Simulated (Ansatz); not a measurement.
Consider KCrCl3 (P4mm).

```
K Cr Cl
1.0
     0.00000    0.00000   -4.97792
     0.00000   -4.97792    0.00000
    -4.97062    0.00000    0.00000
K Cr Cl
1 1 3
Direct
  0.00000 0.00000 0.99676
  0.50000 0.50000 0.48507
  0.50000 0.00000 0.48536
  0.50000 0.50000 0.98504
  0.00000 0.50000 0.48536
```

The cell and positions are those that the Materials Project relaxed with its own functionals (PBE, PBE+U or r2SCAN), kept fixed. PAW set soft_2, made with PBE.

A constrained-RPA run (Ansatz 0.2.0; non-magnetic LDA; Cr d, bands v2 to c3, 4×4×4 mesh, medium accuracy) builds 5 functions on bands 2.8 eV wide, with 4.0 electrons in the window. The bare on-site interaction is 17.2 eV and the bare J 0.57 eV.

What U and J survive the screening?

On the Cr d shell, U = 4.55 eV (26 % of the bare value), U′ = 3.64 eV, J = 0.45 eV.

The parent state is non-magnetic and the interaction static (zero frequency); U depends on the window and the orbitals, so it belongs to this model alone.

[Paths, hosts, dates, memory and timing lines, banners, echoed tables and standing remarks are left out of the program output.]

[Logs are printed without paths, hosts, clocks, repeated set-up lines and the standing remarks that a program may print on its own settings, such as how far it seeks lower states.]

[Runs of the session that timed out or met a known fault of the program may be left out.]

[Hosts, paths, dates, database ids (printed as entryN), source tags and the programs' standing remarks are cut or masked in the printed files.]
